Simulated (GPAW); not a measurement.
# Geometry or basis: what sets the conductance of a Na chain with CO on top of one atom, part 2 of 2

How well does a Na chain with CO on top of one atom conduct once its atoms have relaxed, and how much do cheaper levels lose?

GPAW 26.7.0; GPAW LCAO, PAW setups; relaxation of the junction within the symmetry of its start, lead ends held (the session's first sound run).

So far, transmission at the Fermi level (one spin): step 3 (double-zeta polarised basis) 0.310; step 4 (basis szp(dzp)) 0.190; step 5 (basis sz(dzp)) 0.129. Also open channels of the lead at the Fermi level (one spin): 1 in steps 3, 4 and 5.

### Step 6. LDA in the dzp basis: xc = "LDA"

Level of this step: GPAW LCAO, PAW setups; Landauer transmission from Green's functions with principal layers (ASE), zero bias (GPAW).

Back in the dzp basis, the functional changes from PBE to LDA, to set the spread between functionals beside that between bases.

run.py reads:

```python
import json
import numpy as np
from ase import Atoms
from ase.transport.calculators import TransportCalculator
from gpaw import GPAW, FermiDirac
from gpaw.lcao.tools import get_lcao_hamiltonian
from scipy.linalg import eigh

# The junction with lead layers at both ends, along the third cell vector
device = Atoms(
    ['Na', 'Na', 'Na', 'Na', 'Na', 'Na', 'Na', 'Na', 'C', 'O', 'Na', 'Na', 'Na', 'Na', 'Na', 'Na', 'Na'],
    positions=[
        [4.50000, 4.50000, 1.65000],
        [4.50000, 4.50000, 4.95000],
        [4.50000, 4.50000, 8.25000],
        [4.50000, 4.50000, 11.55000],
        [4.50000, 4.50000, 14.85000],
        [4.50000, 4.50000, 18.15000],
        [4.50424, 4.50000, 21.43964],
        [4.12808, 4.50000, 24.75000],
        [6.72706, 4.50000, 24.75000],
        [7.89382, 4.50000, 24.75000],
        [4.50424, 4.50000, 28.06036],
        [4.50000, 4.50000, 31.35000],
        [4.50000, 4.50000, 34.65000],
        [4.50000, 4.50000, 37.95000],
        [4.50000, 4.50000, 41.25000],
        [4.50000, 4.50000, 44.55000],
        [4.50000, 4.50000, 47.85000]],
    cell=[[9.0, 0.0, 0.0], [0.0, 9.0, 0.0], [0.0, 0.0, 49.5]],
    pbc=True)

# One principal layer of the lead: the first 4 atoms of the device
lead = Atoms(
    ['Na', 'Na', 'Na', 'Na'],
    positions=[
        [4.50000, 4.50000, 1.65000],
        [4.50000, 4.50000, 4.95000],
        [4.50000, 4.50000, 8.25000],
        [4.50000, 4.50000, 11.55000]],
    cell=[[9.0, 0.0, 0.0], [0.0, 9.0, 0.0], [0.0, 0.0, 13.2]],
    pbc=True)

settings = dict(mode='lcao', basis='dzp', xc='LDA', h=0.18,
                occupations=FermiDirac(0.1), maxiter=250,
                mixer=dict(beta=0.1, nmaxold=8, weight=100.0),
                convergence=dict(density=0.0001))
energies = np.arange(-2, 2 + 1e-9, 0.025)
eta = 0.0001
n1, n2 = 1, 1
# k and -k transmit alike, so half of the mesh across the current serves
mesh = [(i, j) for i in range(n1) for j in range(n2) if (i, j) <= (-i % n1, -j % n2)]
weights = np.array([1 if (i, j) == (-i % n1, -j % n2) else 2 for i, j in mesh]) / (n1 * n2)

# [... helper functions left out ...]
fermi_lead = ground_state(lead, (1, 1, 9), 'lead.txt')
fermi_device = ground_state(device, (1, 1, 2), 'device.txt')
# [... loop over the mesh left out, but for ...]
        # Shift the lead onto the potential of the device's first layer
        shift = ((H[:, 0, 0] - H0[:, 0, 0]) / S0[0, 0]).real.mean()
# [...]
kT = 8.617333e-5 * 300
bias = [0.1, 0.2, 0.5, 1.0, 1.5, 2.0]
# [... integrals and printing left out ...]
```

On the command line:

```
> OMP_NUM_THREADS=1 OPENBLAS_NUM_THREADS=1 python run.py
```

What it wrote:

```text
basis functions: device 281, principal layer 68
Fermi level: lead -2.6221 eV, device -2.5713 eV; lead shifted by 0.0002 eV
largest coupling past the next layer 2.46e-11 eV, largest misfit of the first layer 0.024 eV
  E-E_F (eV)   T (one spin)  channels
    -2.000    2.3504e-10    0.0000
    -1.975    2.3437e-10    0.0000
    -1.950    2.3368e-10    0.0000
[...]
1.975    1.2336e+00    3.0000
     2.000    1.2748e+00    3.0000
conductance at 300 K: 0.26315 G0 a cell; thermopower 7.74 uV/K
current from the zero-bias T(E) at 0.1 V: 2.0303 uA
current from the zero-bias T(E) at 0.2 V: 4.0101 uA
current from the zero-bias T(E) at 0.5 V: 9.2328 uA
current from the zero-bias T(E) at 1.0 V: 14.469 uA
current from the zero-bias T(E) at 1.5 V: 16.742 uA
current from the zero-bias T(E) at 2.0 V: 22.377 uA
```

It took 2.8 min on 1 thread of Arm Neoverse V1, shared host; peak memory 2.6 GiB.

Numbers from this step:

```
conductance                                    : 0.2631 G₀
thermopower                                    : 7.740 μV/K
largest coupling past the next principal layer : 2.46e-11 eV
largest misfit of the first principal layer    : 0.02445 eV
shift that aligns the lead                     : 1.79e-4 eV
basis functions of the junction                : 281
basis functions of a principal layer           : 68
transmission at the Fermi level (one spin)     : 0.2663
```

The conductance, 0.263 G₀, lies 14 % below that of the dzp run.

### Step 7. Without the relaxation: geometry = "as built"

The dzp basis with PBE on the structure as first built shows what the relaxation was worth.

Changes to run.py since step 6:

```diff
@@ -18,7 +18,7 @@
         [4.50000, 4.50000, 18.15000],
-        [4.50424, 4.50000, 21.43964],
-        [4.12808, 4.50000, 24.75000],
-        [6.72706, 4.50000, 24.75000],
-        [7.89382, 4.50000, 24.75000],
-        [4.50424, 4.50000, 28.06036],
+        [4.50000, 4.50000, 21.45000],
+        [4.50000, 4.50000, 24.75000],
+        [6.54420, 4.50000, 24.75000],
+        [7.70420, 4.50000, 24.75000],
+        [4.50000, 4.50000, 28.05000],
         [4.50000, 4.50000, 31.35000],
@@ -43,3 +43,3 @@
 
-settings = dict(mode='lcao', basis='dzp', xc='LDA', h=0.18,
+settings = dict(mode='lcao', basis='dzp', xc='PBE', h=0.18,
                 occupations=FermiDirac(0.1), maxiter=250,
```

What it wrote:

```text
basis functions: device 281, principal layer 68
Fermi level: lead -2.4843 eV, device -2.4304 eV; lead shifted by -0.0003 eV
largest coupling past the next layer 4.16e-12 eV, largest misfit of the first layer 0.031 eV
  E-E_F (eV)   T (one spin)  channels
    -2.000    4.3558e-10    0.0000
    -1.975    4.3457e-10    0.0000
    -1.950    4.3354e-10    0.0000
[...]
1.975    1.0397e+00    3.0000
     2.000    1.0505e+00    3.0000
conductance at 300 K: 0.0177 G0 a cell; thermopower 51.43 uV/K
current from the zero-bias T(E) at 0.1 V: 0.13727 uA
current from the zero-bias T(E) at 0.2 V: 0.27535 uA
current from the zero-bias T(E) at 0.5 V: 0.71084 uA
current from the zero-bias T(E) at 1.0 V: 1.9055 uA
current from the zero-bias T(E) at 1.5 V: 5.3704 uA
current from the zero-bias T(E) at 2.0 V: 13.482 uA
```

The job ended after 2.8 min (1 thread; peak memory 2.6 GiB).

Numbers from this step:

```yaml
conductance: 0.01770 G₀
largest_coupling_past_the_next_principal_layer: 4.16e-12 eV
largest_misfit_of_the_first_principal_layer: 0.03070 eV
shift_that_aligns_the_lead: -2.62e-4 eV
transmission_at_the_fermi_level_one_spin: 0.01771
```

One spin. Table of transmission, zone mean by energy, zero at the Fermi level:

energy (eV), transmission, zone mean and a bar:
```
   -2.000       0.00 
   -1.900       0.00 
   -1.800       0.00 
   -1.700       0.00 
   -1.600       0.00 
   -1.500       0.00 
   -1.400       0.00 
   -1.300       0.00 
   -1.200       0.00 
   -1.100       0.00 
   -1.000       0.00 
   -0.900       0.00 
   -0.825       0.65 ###################
   -0.800       0.13 ####
   -0.700       0.00 
   -0.600       0.01 
   -0.500       0.03 #
   -0.400       0.03 #
   -0.300       0.04 #
   -0.200       0.04 #
   -0.100       0.03 #
    0.000       0.02 #
    0.100       0.01 
    0.200       0.00 
    0.300       0.01 
    0.400       0.03 #
    0.500       0.07 ##
    0.600       0.14 ####
    0.700       0.22 ######
    0.800       0.31 #########
    0.900       0.40 ###########
    1.000       0.47 #############
    1.100       0.53 ###############
    1.200       0.58 ################
    1.300       0.61 #################
    1.400       0.63 ##################
    1.500       0.64 ##################
    1.600       0.64 ##################
    1.700       0.64 ##################
    1.800       0.82 ########################
    1.900       0.98 ############################
    2.000       1.05 ##############################
```

The conductance, 0.0177 G₀, lies a factor of 17 below that of the dzp run.

### Step 8. Cost and result by level

Times are for 1 thread of Arm Neoverse V1, shared host. The series side by side:

| no. | run | conductance (G₀) | time | memory (GiB) |
| --- | --- | --- | --- | --- |
| 1 | dzp | 0.3073 | 3.2 min | 2.6 |
| 2 | szp | 0.1871 | 2.5 min | 2.5 |
| 3 | sz | 0.1270 | 100 s | 2.4 |
| 4 | dzp LDA | 0.2631 | 2.8 min | 2.6 |
| 5 | asbuilt | 0.01770 | 2.8 min | 2.6 |

### Step 9. The levels side by side

The curves are compared point by point over the common energies.

This step: comparison of transmission and cost over codes, levels and geometry (GPAW 26.7.0).

Ladder, by row:

| step | code | T at the Fermi level (sum over the listed spins) | conductance (G0) | r.m.s. T(E) from the first | wall time (s) | peak memory (GiB) | threads |
| --- | --- | --- | --- | --- | --- | --- | --- |
| dzp | GPAW | 0.3104 | 0.3073 | 0 | 190.7 | 2.61 | 1 |
| szp | GPAW | 0.1898 | 0.1871 | 0.1077 | 147.7 | 2.5 | 1 |
| sz | GPAW | 0.1294 | 0.127 | 0.2221 | 99.8 | 2.35 | 1 |
| dzp-LDA | GPAW | 0.2663 | 0.2631 | 0.03334 | 165.4 | 2.61 | 1 |
| asbuilt | GPAW | 0.01771 | 0.0177 | 0.1404 | 166.1 | 2.61 | 1 |

The transmission, zone mean, sum over the listed spins by energy, zero at the Fermi level:

| energy (eV) | dzp | szp | sz | dzp-LDA | asbuilt |
| --- | --- | --- | --- | --- | --- |
| -2.0000 | 2.3e-10 | 1.2e-9 | 2.2e-13 | 2.4e-10 | 4.4e-10 |
| -1.7500 | 2.3e-10 | 1.2e-9 | 2.1e-13 | 2.3e-10 | 4.2e-10 |
| -1.5000 | 2.2e-10 | 1.2e-9 | 2.0e-13 | 2.2e-10 | 4.1e-10 |
| -1.2500 | 1.9e-10 | 1.2e-9 | 1.9e-13 | 1.9e-10 | 3.7e-10 |
| -1.0000 | 8.7e-11 | 1.2e-9 | 1.7e-13 | 9.4e-11 | 2.1e-10 |
| -0.8250 | 0.572 | 5.6e-4 | 3.4e-7 | 0.494 | 0.648 |
| -0.7500 | 0.0103 | 0.0175 | 0.0116 | 0.00464 | 0.00881 |
| -0.5000 | 0.185 | 0.109 | 0.0956 | 0.151 | 0.0255 |
| -0.2500 | 0.293 | 0.193 | 0.168 | 0.252 | 0.0386 |
| -0.1000 | 0.324 | 0.210 | 0.167 | 0.280 | 0.0302 |
| 0.0000 | 0.310 | 0.190 | 0.129 | 0.266 | 0.0177 |
| 0.2500 | 0.182 | 0.0652 | 0.00275 | 0.137 | 0.00118 |
| 0.5000 | 0.0269 | 0.00874 | 0.217 | 0.00749 | 0.0715 |
| 0.7500 | 0.0696 | 0.275 | 0.654 | 0.109 | 0.268 |
| 1.0000 | 0.387 | 0.594 | 0.828 | 0.424 | 0.472 |
| 1.2500 | 0.622 | 0.748 | 0.879 | 0.641 | 0.595 |
| 1.5000 | 0.730 | 0.811 | 0.889 | 0.742 | 0.641 |
| 1.7500 | 0.801 | 0.849 | 0.894 | 0.795 | 0.643 |
| 2.0000 | 1.32 | 1.31 | 1.34 | 1.27 | 1.05 |

### Step 10. A varied run

One more run, with changed settings.

This step: GPAW LCAO, PAW setups; Landauer transmission from Green's functions with principal layers (ASE), zero bias (GPAW 26.7.0).

Changes to run.py since step 7:

```diff
@@ -18,7 +18,7 @@
         [4.50000, 4.50000, 18.15000],
-        [4.50000, 4.50000, 21.45000],
-        [4.50000, 4.50000, 24.75000],
-        [6.54420, 4.50000, 24.75000],
-        [7.70420, 4.50000, 24.75000],
-        [4.50000, 4.50000, 28.05000],
+        [4.50424, 4.50000, 21.43964],
+        [4.12808, 4.50000, 24.75000],
+        [6.72706, 4.50000, 24.75000],
+        [7.89382, 4.50000, 24.75000],
+        [4.50424, 4.50000, 28.06036],
         [4.50000, 4.50000, 31.35000],
@@ -44,3 +44,3 @@
 settings = dict(mode='lcao', basis='dzp', xc='PBE', h=0.18,
-                occupations=FermiDirac(0.1), maxiter=250,
+                occupations=FermiDirac(0.1), maxiter=100,
                 mixer=dict(beta=0.1, nmaxold=8, weight=100.0),
@@ -55,3 +55,3 @@
 # [... helper functions left out ...]
-fermi_lead = ground_state(lead, (1, 1, 9), 'lead.txt')
+fermi_lead = ground_state(lead, (1, 1, 1), 'lead.txt')
 fermi_device = ground_state(device, (1, 1, 2), 'device.txt')
```

What it wrote:

```text
basis functions: device 281, principal layer 68
Fermi level: lead -2.4381 eV, device -2.4295 eV; lead shifted by -0.0074 eV
largest coupling past the next layer 4.18e-12 eV, largest misfit of the first layer 0.093 eV
  E-E_F (eV)   T (one spin)  channels
    -2.000    2.3221e-10    0.0000
    -1.975    2.3160e-10    0.0000
    -1.950    2.3096e-10    0.0000
    -1.925    2.3031e-10    0.0000
    -1.900    2.2964e-10    0.0000
    -1.875    2.2895e-10    0.0000
    -1.850    2.2823e-10    0.0000
    -1.825    2.2749e-10    0.0000
    -1.800    2.2673e-10    0.0000
    -1.775    2.2593e-10    0.0000
    -1.750    2.2511e-10    0.0000
    -1.725    2.2425e-10    0.0000
    -1.700    2.2336e-10    0.0000
    -1.675    2.2243e-10    0.0000
    -1.650    2.2145e-10    0.0000
    -1.625    2.2042e-10    0.0000
[...]
1.825    1.0558e+00    3.0000
     1.850    1.1015e+00    3.0000
     1.875    1.1208e+00    3.0000
     1.900    1.1452e+00    3.0000
     1.925    1.1834e+00    3.0000
     1.950    1.2336e+00    3.0000
     1.975    1.2889e+00    3.0000
     2.000    1.3401e+00    3.0000
conductance at 300 K: 0.30658 G0 a cell; thermopower 6.465 uV/K
current from the zero-bias T(E) at 0.1 V: 2.3672 uA
current from the zero-bias T(E) at 0.2 V: 4.6861 uA
current from the zero-bias T(E) at 0.5 V: 10.928 uA
current from the zero-bias T(E) at 1.0 V: 17.572 uA
current from the zero-bias T(E) at 1.5 V: 20.092 uA
current from the zero-bias T(E) at 2.0 V: 24.976 uA
```

Wall time 3 min (1 thread); peak memory 2.6 GiB.

The run finished. A setting was moved off its sound value on purpose, so it serves as a test and not as the result.

The fault put into the input: one k-point along the lead (lead_nz = 1).

Side by side:

| quantity | this run | sound run | difference |
| --- | --- | --- | --- |
| conductance (G₀) | 0.30658 | 0.30729 | -7.1e-4 |
| thermopower (μV/K) | 6.4648 | 6.3972 | 0.0675 |
| largest coupling past the next principal layer (eV) | 4.178e-12 | 4.162e-12 | 1.7e-14 |
| largest misfit of the first principal layer (eV) | 0.092878 | 0.026416 | 0.0665 |
| shift that aligns the lead (eV) | -0.0074382 | 1.902e-4 | -0.00763 |
| transmission at the Fermi level (one spin) | 0.30954 | 0.31041 | -8.7e-4 |

One result that differs is the largest misfit of the first principal layer, 0.0929 eV against 0.0264 eV.

### Step 11. Results

| Property | Result |
| --- | --- |
| conductance | 0.307 G₀ |
| transmission at the Fermi level, mean of the spins | 0.310 |
| thermopower | 6.40 μV/K |
| open channels of the lead there | 1 |

**Reading.** In the dzp basis the junction conducts 0.307 G₀ at 300 K, with T = 0.310 a spin at the Fermi level; no smaller basis tried comes within 10 % of that conductance. Relaxation moved atoms by up to 0.37 Å and took the conductance from 0.0177 to 0.307 G₀, as a ratio a larger change than the step from dzp to the minimal basis. The scatterer reflects about 69 % of the incoming channels at the Fermi level. At the Fermi level one eigenchannel carries the current (0.31). The positive thermopower says that the thermally weighted transmission is larger below the Fermi level, as for hole-like transport. Measured against the first run (dzp), the nearest curve is that of dzp-LDA (r.m.s. 0.033) and the farthest that of sz (0.22). Over the compared runs wall time goes from 100 s (sz) to 191 s (dzp), on a shared host. The leads kept an estimated spacing and the cell its length, so the junction may be under some tension or compression. The geometry comes from the orbital basis, which tends to overbind, and kept the symmetry of the start, so a structure of lower symmetry may lie lower. The run had no spin polarisation, so a magnetic state, which chains and small molecules with open shells often have, wasn't tested. An evenly spaced straight chain is an idealisation: free chains tend to dimerise, zigzag or, where a band edge lies near the Fermi level, turn magnetic. The currents use the zero-bias T(E) throughout, which holds only while the bias is small against the distance to the nearest feature.

[Logs are printed without paths, hosts, clocks, repeated set-up lines and the standing remarks that a program may print on its own settings, such as how far it seeks lower states.]

[Hosts, paths, dates, database ids (printed as entryN), source tags and the programs' standing remarks are cut or masked in the printed files.]
